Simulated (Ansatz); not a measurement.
## Localised basis functions on random rutile alloy of IrO2 and SiO2 (96 atoms)

Aim: test how closely localised support functions follow the reference on random rutile alloy of IrO2 and SiO2 (96 atoms), and at what cost. A setting counts as converged where the r.m.s. difference of forces stays under 1 % of the r.m.s. force.

Main program and level: Ansatz 0.2.0; Kohn-Sham DFT, PBE, PAW (set soft_2), plane waves.

Report form: the programs' logs are mostly left out.

## 1. Starting point

The cell holds 96 atoms: 24 Si, 64 O and 8 Ir. Its edges and angles: a = 8.518 Å, b = 8.518 Å, c = 11.149 Å, α = 90.0°, β = 90.0°, γ = 90.0°. It derives from IrO2 (rutile) and SiO2, repeated 2×2×4. Rutile IrO2, 2 x 2 x 4 conventional cells, 24 of 32 Ir sites given to Si at random (x = 0.750), lattice by Vegard's rule (cell 4.259, 4.259, 2.787, 90, 90, 90); every coordinate displaced by a Gaussian of 0.07 Å.

Before any run, some limits are plain. The host structure and its lattice constant were typed by rule, without a check against the phase diagram. The main run has no spin polarisation, so moments on Ir can't form in it, and no Hubbard term. The levels lack spin–orbit coupling, which is large for the heavy elements here.

## 2. Plane-wave single point

The first run fixes the reference, at a cutoff of 420 eV.

Input file input.yaml:

```yaml
crystal:
  lattice:
    - [8.5176, 0.0, 0.0]
    - [0.0, 8.5176, 0.0]
    - [0.0, 0.0, 11.1492]
  atoms:
    - { symbol: Si, position: [0.01735, 0.01741, 0.00303] }
    - { symbol: Si, position: [0.24925, 0.24688, 0.1254] }
    - { symbol: O, position: [0.14596, 0.14433, 0.98808] }
    - { symbol: O, position: [0.33597, 0.35749, 0.00627] }
    - { symbol: O, position: [0.1054, 0.40747, 0.13256] }
    - { symbol: O, position: [0.40607, 0.09797, 0.12991] }
    - { symbol: Si, position: [0.00011, 0.00466, 0.25336] }
    - { symbol: Ir, position: [0.25427, 0.24246, 0.36547] }
    - { symbol: O, position: [0.15071, 0.15139, 0.25665] }
    - { symbol: O, position: [0.33437, 0.3352, 0.24565] }
    - { symbol: O, position: [0.08269, 0.39343, 0.36981] }
    - { symbol: O, position: [0.4077, 0.08777, 0.38155] }
    - { symbol: Si, position: [0.98741, 0.99485, 0.50418] }
    - { symbol: Ir, position: [0.25518, 0.23612, 0.63042] }
    - { symbol: O, position: [0.14007, 0.13939, 0.51175] }
    - { symbol: O, position: [0.34551, 0.36372, 0.51207] }
    - { symbol: O, position: [0.08642, 0.41424, 0.62243] }
    - { symbol: O, position: [0.40042, 0.09556, 0.61836] }
    - { symbol: Si, position: [0.01142, 0.00902, 0.7509] }
    - { symbol: Si, position: [0.25795, 0.23003, 0.87304] }
    - { symbol: O, position: [0.15093, 0.15139, 0.74897] }
    - { symbol: O, position: [0.33722, 0.34667, 0.75534] }
    - { symbol: O, position: [0.10354, 0.38773, 0.866] }
    - { symbol: O, position: [0.40678, 0.0839, 0.88213] }
    - { symbol: Si, position: [0.99538, 0.49057, 0.00099] }
    - { symbol: Si, position: [0.26313, 0.73447, 0.11699] }
    - { symbol: O, position: [0.15825, 0.66162, 0.0037] }
    - { symbol: O, position: [0.3515, 0.84603, 0.00425] }
    - { symbol: O, position: [0.08495, 0.91326, 0.1183] }
    - { symbol: O, position: [0.41061, 0.60277, 0.12128] }
    - { symbol: Si, position: [0.01108, 0.50009, 0.25278] }
    - { symbol: Si, position: [0.24992, 0.74932, 0.38689] }
    - { symbol: O, position: [0.14175, 0.64855, 0.24757] }
    - { symbol: O, position: [0.35198, 0.84696, 0.25216] }
    - { symbol: O, position: [0.0996, 0.89665, 0.36854] }
    - { symbol: O, position: [0.39436, 0.58484, 0.37749] }
    - { symbol: Si, position: [0.98893, 0.49218, 0.49802] }
    - { symbol: Si, position: [0.25588, 0.7529, 0.62331] }
    - { symbol: O, position: [0.15289, 0.63593, 0.50456] }
    - { symbol: O, position: [0.35018, 0.85824, 0.48626] }
    - { symbol: O, position: [0.1072, 0.90709, 0.62837] }
    - { symbol: O, position: [0.41958, 0.59434, 0.62982] }
    - { symbol: Ir, position: [0.00888, 0.50815, 0.74875] }
    - { symbol: Si, position: [0.24832, 0.7551, 0.86718] }
    - { symbol: O, position: [0.14817, 0.65878, 0.74253] }
    - { symbol: O, position: [0.33519, 0.84733, 0.75475] }
    - { symbol: O, position: [0.09867, 0.89099, 0.85934] }
    - { symbol: O, position: [0.41036, 0.59758, 0.8874] }
    - { symbol: Si, position: [0.49779, 0.99852, 0.99925] }
    - { symbol: Ir, position: [0.75193, 0.25739, 0.13092] }
    - { symbol: O, position: [0.65414, 0.14247, 0.00172] }
    - { symbol: O, position: [0.84437, 0.35043, 0.98994] }
    - { symbol: O, position: [0.58873, 0.4051, 0.12066] }
    - { symbol: O, position: [0.9042, 0.09192, 0.12549] }
    - { symbol: Si, position: [0.50666, 0.99517, 0.24549] }
    - { symbol: Si, position: [0.75211, 0.25829, 0.37345] }
    - { symbol: O, position: [0.66683, 0.14277, 0.24726] }
    - { symbol: O, position: [0.8489, 0.33141, 0.24771] }
    - { symbol: O, position: [0.58887, 0.39922, 0.37741] }
    - { symbol: O, position: [0.90043, 0.09083, 0.38374] }
    - { symbol: Ir, position: [0.49741, 0.02031, 0.49424] }
    - { symbol: Ir, position: [0.7506, 0.25329, 0.63514] }
    - { symbol: O, position: [0.64196, 0.14975, 0.49518] }
    - { symbol: O, position: [0.85272, 0.36016, 0.49861] }
    - { symbol: O, position: [0.61216, 0.41194, 0.63074] }
    - { symbol: O, position: [0.88911, 0.09396, 0.62167] }
    - { symbol: Si, position: [0.50797, 0.98654, 0.75131] }
    - { symbol: Si, position: [0.73988, 0.25415, 0.86798] }
    - { symbol: O, position: [0.65675, 0.14581, 0.74379] }
    - { symbol: O, position: [0.84887, 0.34763, 0.74861] }
    - { symbol: O, position: [0.61004, 0.4031, 0.87722] }
    - { symbol: O, position: [0.90698, 0.08845, 0.86814] }
    - { symbol: Ir, position: [0.49415, 0.50624, 0.0061] }
    - { symbol: Si, position: [0.75787, 0.75822, 0.12766] }
    - { symbol: O, position: [0.66251, 0.66253, 0.99994] }
    - { symbol: O, position: [0.85502, 0.85157, 0.99653] }
    - { symbol: O, position: [0.59008, 0.90588, 0.12353] }
    - { symbol: O, position: [0.90072, 0.59064, 0.12689] }
    [... 12 atom lines left out ...]
    - { symbol: Si, position: [0.48862, 0.5027, 0.74686] }
    - { symbol: Si, position: [0.74804, 0.75306, 0.87724] }
    - { symbol: O, position: [0.64933, 0.64487, 0.7606] }
    - { symbol: O, position: [0.84328, 0.84626, 0.74699] }
    - { symbol: O, position: [0.61082, 0.91312, 0.88619] }
    - { symbol: O, position: [0.91513, 0.59937, 0.88195] }
kpoints:
  mp_grid: { grid: [2, 2, 1] }
hamiltonian:
  xc: pbe
scf:
  occupations: { method: fermi_dirac, width: 0.05 }
output:
  forces: true
  stress: true
  populations: true
  dos:
    method: { smearing: { sigma: 0.15 } }
    de: 0.1
    projected: { site_lists: { Ir: [Ir], O: [O], Si: [Si] } }
  eigenvalues: true
  write_density: true
  write_potential: true
  volumetric_format: npy
```

Started as:

```bash
> ansatz run input.yaml --threads 8 --pin off --max-ram 15872MiB --backend cpu --events-out ev --progress --plain --runs-dir out
```

Elapsed: 45 s, on 8 threads of Arm Neoverse V1, shared host; peak memory 5.8 GiB.

The run gave:

| Quantity | Value |
| --- | --- |
| free energy | -147057.6531 eV |
| free energy per atom | -1531.8506 eV/atom |
| SCF cycles | 14 |
| pressure | 34.44 GPa |
| r.m.s. force component | 4.225 eV/Å |
| longest force | 20.77 eV/Å |
| Fermi energy | 13.48 eV |
| levels partly filled by over 2 per cent | 13 |
| spilling of the projection | 0.009392 |

The r.m.s. force component of 4.2 eV/Å and the pressure of 34 GPa set the scale for the differences below.

## 3. Support functions low

With localised support functions most steps grow linearly with size, though the diagonalisation grows faster unless the density matrix is cut; this run measures error and cost at this size. The level low gives here a grid of 48×48×60 points and a radius of 3.27 Å.

This step: Kohn-Sham DFT, PBE, PAW (set soft_2), localised support functions (low) (Ansatz 0.2.0).

input.yaml, the sections that differ from step 2:

```yaml
scf:
  occupations: { method: fermi_dirac, width: 0.05 }
  eigensolver: { kind: { support_functions: { accuracy: low } } }
  max_iter: 150
output:
  forces: true
  eigenvalues: true
# crystal, kpoints, hamiltonian: as in step 2
```

It took 77 s on 8 threads; peak memory 2.9 GiB.

The program notes that the band table was not solved further than the SCF left it and it switched symmetry off.

Keys that differ from the reference: support_functions.accuracy = "low" and scf.max_iter = 150.

Forces differ from the reference by 3.1 meV/Å r.m.s., 0.074 % of their size, well within a tolerance of 1 %; the energy by -5.9 meV/atom. It took 77 s and 14 cycles; the reference's time can't be set against it, since the two runs asked for unlike analyses.

## 4. Support functions medium

The cell is solved in localised support functions. The level medium gives here a grid of 48×48×72 points and a radius of 3.27 Å. Besides, the program derives a nominal cutoff of 464 eV for this run, against the reference's 420.

This step: Kohn-Sham DFT, PBE, PAW (set soft_2), localised support functions (medium) (Ansatz 0.2.0).

input.yaml, the sections that differ from step 3:

```yaml
scf:
  occupations: { method: fermi_dirac, width: 0.05 }
  eigensolver: { kind: { support_functions: { accuracy: medium } } }
  max_iter: 150
# crystal, kpoints, hamiltonian, output: as in step 3
```

Elapsed: 94 s, on 8 threads; peak memory 3.2 GiB.

Keys that differ from the reference: support_functions.accuracy = "medium" and scf.max_iter = 150.

Forces differ from the reference by 3.2 meV/Å r.m.s., 0.075 % of their size, well within a tolerance of 1 %; the energy by -5.8 meV/atom. It took 94 s and 16 cycles; the reference's time can't be set against it, since the two runs asked for unlike analyses.

## 5. Support functions medium, radius 2.78 Å

The radius confines each support function; a larger one gives more freedom and more work per atom.

input.yaml, the sections that differ from step 4:

```yaml
scf:
  occupations: { method: fermi_dirac, width: 0.05 }
  eigensolver: { kind: { support_functions: { accuracy: medium, radius: 2.78 } } }
  max_iter: 150
# crystal, kpoints, hamiltonian, output: as in step 4
```

Elapsed: 2.8 s, on 8 threads; peak memory 0.28 GiB.

The program refuses radii under 3.11 Å for these atoms at this level.

## 6. Support functions medium, radius 3.17 Å

The radius confines each support function; a larger one gives more freedom and more work per atom. Besides, the program derives a nominal cutoff of 464 eV for this run, against the reference's 420.

input.yaml, the sections that differ from step 5:

```yaml
scf:
  occupations: { method: fermi_dirac, width: 0.05 }
  eigensolver: { kind: { support_functions: { accuracy: medium, radius: 3.17 } } }
  max_iter: 150
# crystal, kpoints, hamiltonian, output: as in step 5
```

Run time: 89 s. Hardware: 8 threads; peak memory 3.1 GiB; 11 min of CPU time.

Keys that differ from the reference: support_functions.accuracy = "medium", support_functions.radius = 3.17 and scf.max_iter = 150.

Forces differ from the reference by 3.2 meV/Å r.m.s., 0.075 % of their size, well within a tolerance of 1 %; the energy by -5.8 meV/atom. It took 89 s and 16 cycles; the reference's time can't be set against it, since the two runs asked for unlike analyses.

## 7. With basis.ecutwfc = "350 eV"

Changed here: basis.ecutwfc = "350 eV".

This step: Kohn-Sham DFT, PBE, PAW (set soft_2), plane waves (Ansatz 0.2.0).

input.yaml, the sections that differ from step 6:

```yaml
scf:
  occupations: { method: fermi_dirac, width: 0.05 }
output:
  forces: true
  stress: true
  populations: true
  dos:
    method: { smearing: { sigma: 0.1 } }
    de: 0.1
    projected: { site_lists: { Ir: [Ir], O: [O], Si: [Si] } }
  eigenvalues: true
basis:
  ecutwfc: "350 eV"
# crystal, kpoints, hamiltonian: as in step 6
```

Wall time 34 s (8 threads); peak memory 4.6 GiB; 4.4 min of CPU time.

The program notes that the cutoff lies under the one recommended for these potentials.

Forces differ from the reference by 11 meV/Å r.m.s., 0.26 % of their size, well within a tolerance of 1 %; the energy by +60 meV/atom and the pressure by -0.40 GPa.

## 8. The ladder side by side

Differences are against the plane-wave reference (Kohn-Sham DFT, PBE, PAW (set soft_2), plane waves), whose r.m.s. force component is 4.23 eV/Å. Energies are set beside the reference only for runs with its functional, potentials and electron count. Times are for 8 threads of Arm Neoverse V1, shared host. The reference's time includes the DOS, the stress and grids, which some other runs skip.

| run | Δ force, r.m.s. (meV/Å) | share of r.m.s. force (%) | Δ energy (meV/atom) | Δ pressure (GPa) | cycles | time | host memory (GiB) |
| --- | --- | --- | --- | --- | --- | --- | --- |
| reference | - | - | - | - | 14 | 45 s | 5.8 |
| support functions low | 3.15 | 0.0745 | -5.87 | - | 14 | 77 s | 2.9 |
| support functions medium | 3.16 | 0.0748 | -5.84 | - | 16 | 94 s | 3.2 |
| support functions medium, radius 3.17 Å | 3.16 | 0.0749 | -5.84 | - | 16 | 89 s | 3.1 |
| basis.ecutwfc = "350 eV" | 10.8 | 0.256 | 60.3 | -0.402 | 14 | 34 s | 4.6 |

## 9. The reference in detail

The comparisons rest on this run, so its electronic structure is set out here.

Length of the force by element:

| element | coordination | atoms | mean length of the force (eV/Å) | spread | least | most |
| --- | --- | --- | --- | --- | --- | --- |
| Ir | all | 8 | 14.0 | 4.74 | 6.85 | 20.1 |
| O | all | 64 | 5.49 | 4.22 | 0.437 | 20.8 |
| Si | all | 24 | 3.08 | 2.02 | 0.875 | 8.80 |

Löwdin charges by element (they lack the spilled electrons, 0.060 e an atom on average):

| element | coordination | atoms | mean charge (e) | spread | least | most |
| --- | --- | --- | --- | --- | --- | --- |
| Ir | all | 8 | 1.51 | 0.0892 | 1.38 | 1.70 |
| O | all | 64 | -0.688 | 0.0535 | -0.764 | -0.490 |
| Si | all | 24 | 1.57 | 0.0379 | 1.50 | 1.65 |

Density of states as counts of states in windows of 1 eV (from the Fermi level), total and the larger projections:

| from (eV) | to (eV) | total | O p | Ir d | Si p |
| --- | --- | --- | --- | --- | --- |
| -10 | -9 | 34.2 | 23.2 | 4.5 | 3.6 |
| -9 | -8 | 39.3 | 28.2 | 4.0 | 4.0 |
| -8 | -7 | 42.5 | 32.3 | 3.5 | 3.9 |
| -7 | -6 | 45.5 | 36.9 | 2.9 | 3.3 |
| -6 | -5 | 50.3 | 43.6 | 2.4 | 2.1 |
| -5 | -4 | 50.6 | 45.9 | 1.9 | 1.0 |
| -4 | -3 | 45.2 | 41.9 | 1.5 | 0.5 |
| -3 | -2 | 19.3 | 17.0 | 1.5 | 0.2 |
| -2 | -1 | 19.3 | 6.2 | 11.6 | 0.4 |
| -1 | 0 | 18.9 | 7.2 | 10.7 | 0.3 |
| 0 | 1 | 8.6 | 3.6 | 4.6 | 0.1 |
| 1 | 2 | 0.0 | 0.0 | 0.0 | 0.0 |
| 2 | 3 | 5.0 | 1.0 | 1.1 | 0.3 |
| 3 | 4 | 15.3 | 3.4 | 4.9 | 1.0 |
| 4 | 5 | 23.9 | 6.1 | 5.4 | 2.4 |

Between -26 and -10 eV lie 186 more states.

The stored curve holds about 551 of the 616 electrons; the rest, give or take the few that broadening carries across the Fermi level, lie in deeper levels below its range.

The levels nearest the highest filled one (over half full), pooled over k-points and spins:

| level less the highest filled one (eV) | occupation |
| --- | --- |
| -0.145 | 1.93 |
| -0.138 | 1.91 |
| -0.0896 | 1.79 |
| -0.0599 | 1.65 |
| -0.0422 | 1.53 |
| 0 | 1.17 |
| 0.0677 | 0.537 |
| 0.0727 | 0.498 |
| 0.0903 | 0.379 |
| 0.093 | 0.362 |
| 0.133 | 0.182 |
| 0.146 | 0.142 |

Electrostatic potential energy in the ab plane at fractional z = 0.001, with atoms of Si and O and Ir within 0.2 Å of it. With pseudopotentials it is smooth inside the atoms' cores, unlike the true potential.

Values in eV, 13 rows by 16 columns, each cell a mean:
```
-27  -9  10  16  16   9  -1 -29 -35  -6  13  17  17  10   6 -10
 11  13  15  15   4 -30 -21   5   6  11  15  15   6 -30 -22   9
 17  17  15  13   5 -20  -9  14  16  16  15  13   7 -15  -6  16
 17   9 -14  -6  10  12  15  16  16  10 -14  -8  11  14  16  17
 13  -1 -33 -18  12  14  12   7   5  -2 -33 -20  12  16  15  13
-19   1   6  12  16  13  -3 -35 -38 -12   5  12  17  15   6 -15
-45 -13  12  17  16  12 -14 -46 -47 -22  11  17  17  14  -4 -42
-17   3  14  16   4 -18 -10 -15 -16   3  14  16  10 -11  -8 -13
 13  14  15  14  -8 -35 -11  13  14  15  15  14  -2 -33 -17  12
 16  15  12  11   9   6  13  16  17  16  13  12  10   5  12  16
 13  -4 -28  -7  11  13  14  15  15   2 -27 -11  13  15  15  14
-15 -17 -27  -4  14  14  10   0  -2  -4 -26  -8  16  16  11  -3
-47 -28   5  14  16  13  -2 -37 -42 -11  10  16  17  16   6 -31
```
Columns run along a (8.5 Å; values clipped at the 3rd and 97th percentile), rows up along b (8.5 Å). Atoms in or near the plane, at fractional coordinates: Si at (0.02, 0.02), O at (0.15, 0.14), O at (0.34, 0.36), Si at (0.00, 0.49), O at (0.16, 0.66), O at (0.35, 0.85), Si at (0.50, 0.00), O at (0.65, 0.14), O at (0.84, 0.35), Ir at (0.49, 0.51), O at (0.66, 0.66), O at (0.86, 0.85).

Valence density in the ab plane at fractional z = 0.001, with atoms of Si and O and Ir within 0.2 Å of it. It is the smooth field of the valence electrons, not physical close to the nuclei.

Ten even steps from '0' (0.1 e/Å³) to '9' (8.9 e/Å³), each cell a mean:
```
000000000000000000000000
000000001100000000001100
000000025410000000036510
000000147610000000037620
000000024310000000014310
000000001000000000000000
001331000000001331000000
002673000000002673000000
002562000000002563000000
001220000012311221000000
000000000048841000000000
000000000159972000000000
000000000137851000000000
000000012113420000011100
000000156310000000036410
000000157410000000147510
000000023100000000024200
000000000000000000001000
000110000000000110000000
003541000000002552000000
013761000000003772000000
002430000000001441000000
000100000000000100000000
000000000000000000000000
```
Columns run along a (8.5 Å), rows up along b (8.5 Å). Atoms in or near the plane, at fractional coordinates: Si at (0.02, 0.02), O at (0.15, 0.14), O at (0.34, 0.36), Si at (0.00, 0.49), O at (0.16, 0.66), O at (0.35, 0.85), Si at (0.50, 0.00), O at (0.65, 0.14), O at (0.84, 0.35), Ir at (0.49, 0.51), O at (0.66, 0.66), O at (0.86, 0.85).

Mean Löwdin charges: Ir +1.51, O -0.69, Si +1.57 e (they miss 0.94 % of the electrons, so they add up to more than the cell's charge). Within 0.4 eV of the Fermi level the largest share is Ir d (55 % of the projected weight).

[end of part 1 of 2]

[Logs are printed without paths, hosts, clocks, repeated set-up lines and the standing remarks that a program may print on its own settings, such as how far it seeks lower states.]

[Hosts, paths, dates, database ids (printed as entryN), source tags and the programs' standing remarks are cut or masked in the printed files.]
